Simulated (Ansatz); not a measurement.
# Tl (P6_3/mmc): the Drude term of Re ε in the infrared

Re ε of Tl (P6_3/mmc) along x at low photon energies is read from one computed spectrum; the carriers' damping was typed as γ = 0.05 eV. x, y and z are the Cartesian axes of the input cell.

Cell: a, b, c = 3.456, 3.456, 5.525 Å (primitive vectors), 2 atoms.

Method: Ansatz 0.2.0, r2SCAN, independent particles, k-mesh 15×15×7 with interpolation inside its cells, Gaussian parameter 0.1 eV.

Launch of the response step: `ansatz run input.yaml --threads 4 --pin off --max-ram 8192MiB --backend cpu --events-out ev --progress --plain --runs-dir out`. The run took 61 s, on 4 threads of Intel(R) Xeon(R) Processor @ 2.70GHz (shared host).

```
photon energy E (eV)  wavelength (µm)    Re ε
                0.25             4.96       ?
                0.30             4.13  -556.1
                0.35             3.54  -402.1
                0.40             3.10  -300.8
                0.50             2.48  -181.5
                0.60             2.07  -118.0
                0.70             1.77   -80.4
```

A Drude term over a constant background gives Re ε = ε_b − ωp²/(E² + γ²), linear in 1/(E² + γ²).

Working, on the rows shown:

| x = 1/(E² + γ²) (eV⁻²) | y = Re ε |
| --- | --- |
| 10.8108 | -556.1 |
| 8 | -402.1 |
| 6.15385 | -300.8 |
| 3.9604 | -181.5 |
| 2.75862 | -118 |
| 2.03046 | -80.4 |

Means: x̄ = 5.619, ȳ = -273.15. Σ(x − x̄)(y − ȳ) = -3078, Σ(x − x̄)² = 56.72. Slope = -3078 / 56.72 = -54.27; intercept = ȳ − slope · x̄ = 31.805. The line misses the rows shown by at most 2.

Problem. Predict the last column of the withheld row from the fit.

Solution. At x = 15.385 the line gives y = -803.15. The run gave -806.6, so the extrapolation is off by 3.5, 0.5 % of the range in the table.

Refitted with all rows, the slope is -54.48 and the intercept 32.776. These give ωp = √(−slope) = 7.38 eV, against 7.48 eV from the program's Fermi-surface sum, and an intercept of 32.8. Taking the program's Drude term off the rows leaves 53 at the lowest energy and 33 at the highest, so the background isn't constant: interband transitions lie in or near the window, and neither fitted number can be trusted. The values come from a sum over the points of one k-mesh and carry its error, which is largest for Fermi-surface quantities. Spin-orbit coupling is left out.

[Logs are printed without paths, hosts, clocks, repeated set-up lines and the standing remarks that a program may print on its own settings, such as how far it seeks lower states.]
